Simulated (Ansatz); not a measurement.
# Optical response of HfSiO4 (Hafnon)

What colour and refractive index does HfSiO4 (Hafnon) have at this level of theory?

Method: DFT, PBE, plane-wave PAW, default files, scalar-relativistic, independent-particle optical response without local fields, in Ansatz 0.2.0.

### Step 1. The structure

Symmetry: I4_1/amd, No. 141, tetragonal system. The conventional cell has a = 6.572 Å, b = 6.572 Å, c = 5.963 Å, α = 90.00°, β = 90.00°, γ = 90.00°. Nearest to Hf lie 8 O at 2.11 to 2.26 Å. Nearest to Si lie 4 O at 1.62 Å. Nearest to O lie 1 Si at 1.62 Å and 2 Hf at 2.11 to 2.26 Å. Farther neighbours, and contacts between anions beyond the nearest, are not listed.

Coordinates:

```cif
data_structure
_symmetry_space_group_name_H-M 'I4_1/amd:1'
_symmetry_Int_Tables_number 141
_cell_length_a 6.5725
_cell_length_b 6.5725
_cell_length_c 5.9632
_cell_angle_alpha 90.000
_cell_angle_beta 90.000
_cell_angle_gamma 90.000
_cell_volume 257.60
loop_
_atom_site_label
_atom_site_type_symbol
_atom_site_symmetry_multiplicity
_atom_site_Wyckoff_symbol
_atom_site_fract_x
_atom_site_fract_y
_atom_site_fract_z
_atom_site_occupancy
Hf1 Hf 4 a 0.00000 0.00000 0.00000 1
Si1 Si 4 b 0.00000 0.00000 0.50000 1
O1 O 16 h 0.31550 0.50000 0.18020 1
```

### Step 2. Ground state and bands

The self-consistent density comes first; it also tells whether there is a gap, which decides the occupations and the need for a Drude term.

This step: DFT, PBE, plane-wave PAW, default files, scalar-relativistic, ground state (Ansatz 0.2.0).

Contents of input.yaml:

```yaml
crystal:
  lattice:
    - [-3.28625, 3.28625, 2.9816]
    - [3.28625, -3.28625, 2.9816]
    - [3.28625, 3.28625, -2.9816]
  atoms:
    - { symbol: Hf, position: [0.0, 0.0, 0.0] }
    - { symbol: Hf, position: [0.75, 0.25, 0.5] }
    - { symbol: Si, position: [0.5, 0.5, 0.0] }
    - { symbol: Si, position: [0.25, 0.75, 0.5] }
    - { symbol: O, position: [0.6802, 0.4957, 0.8155] }
    - { symbol: O, position: [0.2457, 0.9302, 0.3155] }
    - { symbol: O, position: [0.6802, 0.8647, 0.1845] }
    - { symbol: O, position: [0.6147, 0.9302, 0.6845] }
    - { symbol: O, position: [0.0698, 0.3853, 0.3155] }
    - { symbol: O, position: [0.5043, 0.3198, 0.1845] }
    - { symbol: O, position: [0.0698, 0.7543, 0.6845] }
    - { symbol: O, position: [0.1353, 0.3198, 0.8155] }
kpoints:
  mp_grid: { grid: [5, 5, 5] }
  band_path:
    path:
      - [[0.0, 0.0, 0.0], [0.0, 0.0, 0.5], [-0.5, 0.5, 0.5], [0.0, 0.0, 0.0], [0.4557963, 0.4557963, -0.4557963], [0.25, 0.25, 0.25], [0.0, 0.5, 0.0], [-0.4557963, 0.5442037, 0.4557963], [-0.5, 0.5, 0.5]]
      - [[0.0, 0.0, 0.5], [0.25, 0.25, 0.25]]
    npoints: 4
scf:
  occupations: { method: fermi_dirac, width: 0.05 }
  n_extra_bands: 16
hamiltonian:
  xc: pbe
  pseudopotentials: { kind: paw }
output:
  forces: true
  stress: true
  populations: true
  write_bands: true
```

Started as:

```sh
$ ansatz run input.yaml --threads 4 --pin off --max-ram 8192MiB --backend cpu --events-out ev --progress --plain --runs-dir out
```

Log:

```text
scf.n_extra_bands = 16 over 54 filled bands (N_el = 108.0): the run solves 70 bands
Engine: ansatz 0.2.0, aarch64-unknown-linux-gnu
Pseudopotentials: kind: paw
Pseudopotential: Hf, paw, valence charge 26, recommended cutoff 420 eV (normal), Hf.paw.azcp
Pseudopotential: Si, paw, valence charge 4, recommended cutoff 420 eV (normal), Si.paw.azcp
Pseudopotential: O, paw, valence charge 6, recommended cutoff 420 eV (normal), O.paw.azcp
Functional definition: PBE
  parameter kappa = 0.804
  parameter beta = 0.066725
  exchange = pbe_x(kappa = kappa, mu = beta*pi^2/3)
  correlation = pbe_c(beta = beta)
Crystal: 12 atoms, lattice volume = 128.798 Å³
Basis set: ecut = 420 eV, 2513 PW (Γ), exchange–correlation on 80×80×80 points (8 copies of the dense FFT grid, shifted against one another)
Bands: 70, of which v1, the nominal top of the filled ones, is band 54 counted from 1 (53 counted from 0)
Symmetry: 16 space group operations
Space group: I41/amd (ITA 141), of the structure as read, at distance tolerance 5.1e-5 Å
k-points: 18 of 125
Non-local potential: Hf, projectors of the file, l = 0: 3, l = 1: 2, l = 2: 2, l = 3: 3
Non-local potential: Si, projectors of the file, l = 0: 2, l = 1: 2, l = 2: 2
Non-local potential: O, projectors of the file, l = 0: 2, l = 1: 2, l = 2: 1
PAW form: soft (Blöchl's): semilocal exchange-correlation on the pseudo side does not see the compensation charge
PAW one-centre angular grid: Hf, 590 points (default); XC on 64 Gauss nodes
PAW one-centre angular grid: Si, 110 points (default); XC on 64 Gauss nodes
PAW one-centre angular grid: O, 110 points (default); XC on 64 Gauss nodes
Initial density: superposition of atomic densities (neutral atoms: chi_scale 0, normalization atom), corrected by the library's trained network
Initial wavefunctions: pseudopotential atomic-orbital guess
Functional: x = pbe(κ = 0.804, μ = 0.219515), c = pbe(β = 0.066725)
SCF iter   1: F=—  HF=-37271.651829 eV  |F-HF|=—  |Δ(HF+E_count)|=         —  Δρ=2.00e-3  dr2=3.76e-3  ethr=1.77e-3  ⟨swp⟩=6.1  Hψ=5200  notcnv=0  defer=11
preconditioner: auto → Resta (q_TF=auto, 2.649 Å⁻¹)  ε∞=4.2  [insulator: Δε(μ)=5.434 eV  Ē_g=18.522 eV  σ=0.050 eV  W_gap=1.00  n_scr=42 (ndim 8)  ℏωp=33.4 eV  f_vac=0.044  D(μ)=0.00/eV (n_scr^D=0)  ε∞_Penn≈4.2]
SCF iter   2: F=—  HF=-37271.654326 eV  |F-HF|=—  |Δ(HF+E_count)|=   2.50e-3  Δρ=1.13e-3  dr2=8.32e-4  ethr=3.48e-6  ⟨swp⟩=2.0  Hψ=2385  notcnv=0  defer=33
SCF iter   3: F=—  HF=-37271.655043 eV  |F-HF|=—  |Δ(HF+E_count)|=   7.16e-4  Δρ=3.29e-4  dr2=1.45e-4  ethr=7.71e-7  ⟨swp⟩=2.0  Hψ=1952  notcnv=0  defer=33
SCF iter   4: F=—  HF=-37271.655081 eV  |F-HF|=—  |Δ(HF+E_count)|=   3.76e-5  Δρ=1.30e-4  dr2=2.59e-5  ethr=1.35e-7  ⟨swp⟩=2.0  Hψ=2082  notcnv=0  defer=33
SCF iter   5: F=—  HF=-37271.655098 eV  |F-HF|=—  |Δ(HF+E_count)|=   1.71e-5  Δρ=6.61e-5  dr2=8.01e-6  ethr=2.40e-8  ⟨swp⟩=3.1  Hψ=2441  notcnv=0  defer=33
SCF iter   6: F=—  HF=-37271.655098 eV  |F-HF|=—  |Δ(HF+E_count)|=   6.96e-7  Δρ=3.25e-5  dr2=1.18e-6  ethr=7.41e-9  ⟨swp⟩=2.0  Hψ=2058  notcnv=0  defer=33
SCF iter   7: F=—  HF=-37271.655099 eV  |F-HF|=—  |Δ(HF+E_count)|=   2.23e-7  Δρ=1.22e-5  dr2=1.56e-7  ethr=1.09e-9  ⟨swp⟩=2.1  Hψ=1939  notcnv=0  defer=33
SCF iter   8: F=-37271.655099 eV  HF=-37271.655099 eV  |F-HF|=2.73e-9  |Δ(HF+E_count)|=   2.98e-8  Δρ=1.78e-6  dr2=3.66e-9  ethr=9.26e-11  ⟨swp⟩=9.4  Hψ=5152  notcnv=0
SCF 1 converged in 8 iterations: F = -37271.655099 eV  dr2 = 3.66e-9
  greatest PAW one-centre occupation: 0.999 electrons in one spin orbital (limit 2), on the Hf atom at site 1 (counted from 0), in its partial waves of l = 0
NSCF: frozen V_eff on 38 k-points
SCF converged after 8 iterations
Free energy (F): -37271.655099 eV
Harris-Foulkes:  -37271.655099 eV  (|F-HF|=2.73e-9)
Internal energy: -37271.655099 eV  (E = F + TS)
E sigma→0 (E₀):  -37271.655099 eV
Fermi energy:    12.773455 eV
--- Per-component energies (eV) ---
  E_band       = -205.021312
  E_kinetic    = 2351.632081
  E_local      = -15936.177762  (includes V_loc(G=0)·N_el)
  E_nonlocal   = -2052.162319
  E_hartree    = 7130.603063
  E_xc         = -1305.817660
  E_vxc        = -1386.180343  (∫ρ·V_xc dr)
  E_paw        = -16148.340885  (= ΣΔE_a)
  E_vpaw       = 2556.643503  (= ΣTr[D̂ρ^β])
  E_aug_tail   = 0.020032  (compensation charges beyond the density's cutoff)
  E_ewald      = -11311.411650
  E_smearing   = -0.000000  (= −TS)
  E_closure    = 0.000000  (closes the sum)
  Σ components = -37271.655099   (vs F -37271.655099, Δ=0.00e0)
--- Forces (eV/Å), atoms counted from 1 ---
  atom   1  Hf    -0.00000000     0.00000000    -0.00000000
  atom   2  Hf     0.00000000     0.00000000     0.00000000
  atom   3  Si     0.00000000     0.00000000     0.00000000
  atom   4  Si    -0.00000000     0.00000000    -0.00000000
  atom   5  O     -0.27291888    -0.00000000     0.19503588
  atom   6  O      0.00000000    -0.27291888     0.19503588
  atom   7  O      0.27291888     0.00000000     0.19503588
  atom   8  O      0.00000000     0.27291888     0.19503588
  atom   9  O     -0.27291888     0.00000000    -0.19503588
  atom  10  O     -0.00000000     0.27291888    -0.19503588
  atom  11  O      0.27291888     0.00000000    -0.19503588
  atom  12  O     -0.00000000    -0.27291888    -0.19503588
  max |Σ_I F_I| component: 1.11e-16 eV/Å
--- Stress (GPa, compression-positive) ---
        7.232511       0.000000       0.000000
        0.000000       7.232511      -0.000000
        0.000000      -0.000000       8.023264
  P = ⅓ Tr σ = 7.4961 GPa (74.961 kbar)
--- Band table (eV; the first three rows and the last of 18) ---
  k-point 0: bands = [... 50 lower, 9.5203, 9.5203, 9.5375, 10.0833, 15.9281, 16.1983, 16.3382, 16.3812, ... 12 higher]
  k-point 1: bands = [... 50 lower, 9.2775, 9.3933, 9.5411, 9.9208, 15.7903, 15.8946, 16.2913, 16.3583, ... 12 higher]
  k-point 2: bands = [... 50 lower, 9.2059, 9.2609, 9.4782, 9.5925, 15.5810, 15.5967, 16.4635, 16.4962, ... 12 higher]
  k-point 17: bands = [... 50 lower, 9.0018, 9.0876, 9.1509, 9.2559, 16.2085, 16.2589, 16.7491, 16.8402, ... 12 higher]
--- Löwdin populations: 12 sites ---
  site symbol       q [e]
     0     Hf     24.4793
     1     Hf     24.4793
     2     Si      2.3293
     3     Si      2.3293
     4      O      6.7199
     5      O      6.7199
     6      O      6.7199
     7      O      6.7199
     8      O      6.7199
     9      O      6.7199
    10      O      6.7199
    11      O      6.7199
  spilling = 0.005771 (of n_electrons = 108.000000)
```

Run time: 6.9 s. Hardware: 4 threads of Arm Neoverse V2, shared host; peak memory 0.61 GiB; 26 s of CPU time.

In the SCF lines HF is the Harris–Foulkes energy and dr2 the Hartree energy of the density residual, in eV; the loop may stop once dr2 is under the threshold and the program's other checks hold. Hψ counts applications of the Hamiltonian.

This step gave:

| Quantity | Value |
| --- | --- |
| free energy | -37271.6551 eV |
| Fermi energy | 12.77 eV |
| gap by band count | 5.459 eV |
| electrons | 108 |
| symmetry operations | 16 |
| pressure | 7.496 GPa |
| gap on the k-mesh | 5.459 eV |
| volume | 128.8 Å³ |
| gap on the path | 5.456 eV |
| least direct gap on the path | 5.841 eV |

There is a gap, 5.46 eV on the path, so no carriers' term is needed. The cell is left with a pressure of 7.5 GPa and forces up to 0.34 eV/Å, as it stands unrelaxed at this level.

The electronic bands at the labelled points (eV, zero at the Fermi level; v1 is the highest filled band, c1 the lowest empty one):

```
    point     v4     v3     v2     v1    c1    c2    c3    c4
        Γ  -3.25  -3.25  -3.24  -2.69  3.15  3.42  3.56  3.61
  halfway  -3.52  -3.40  -3.25  -2.93  2.96  3.02  3.53  3.59
        X  -3.60  -3.60  -3.27  -3.27  2.78  2.78  3.89  3.89
  halfway  -3.76  -3.76  -3.43  -3.43  3.18  3.18  4.00  4.00
        M  -3.77  -3.77  -3.55  -3.55  3.62  3.62  4.00  4.00
  halfway  -3.56  -3.43  -3.27  -3.24  3.08  3.12  3.52  3.91
        Γ  -3.25  -3.25  -3.24  -2.69  3.15  3.42  3.56  3.61
  halfway  -3.61  -2.97  -2.97  -2.87  3.22  3.73  3.81  3.81
        Z  -3.71  -3.71  -3.50  -3.50  3.53  3.70  3.90  4.11
  halfway  -3.67  -3.32  -3.27  -3.17  3.03  3.27  3.98  3.98
        P  -3.81  -3.81  -3.19  -3.19  2.78  2.78  4.12  4.12
  halfway  -3.69  -3.45  -3.17  -3.00  2.85  3.02  4.01  4.09
        N  -3.62  -3.51  -2.95  -2.88  3.04  3.19  3.94  4.12
  halfway  -3.68  -3.33  -3.31  -3.05  3.20  3.50  3.92  4.01
       Z1  -3.71  -3.71  -3.50  -3.50  3.53  3.70  3.90  4.11
  halfway  -3.75  -3.75  -3.54  -3.54  3.57  3.66  3.94  4.07
        M  -3.77  -3.77  -3.55  -3.55  3.62  3.62  4.00  4.00
jump to X  -3.60  -3.60  -3.27  -3.27  2.78  2.78  3.89  3.89
  halfway  -3.65  -3.65  -3.22  -3.22  2.77  2.77  4.01  4.01
        P  -3.81  -3.81  -3.19  -3.19  2.78  2.78  4.12  4.12
```

(Continued in part 2 of 2.)

[Long decimals in the printed logs are rounded to 6 places.]

[Logs are printed without paths, hosts, clocks, repeated set-up lines and the standing remarks that a program may print on its own settings, such as how far it seeks lower states.]

[Hosts, paths, dates, database ids (printed as entryN), source tags and the programs' standing remarks are cut or masked in the printed files.]

[Where the starting crystal was built by hand or by swapping elements, it need not be the compound's stable phase.]

[The count of steps not shown may lack steps that the program refused or didn't finish.]
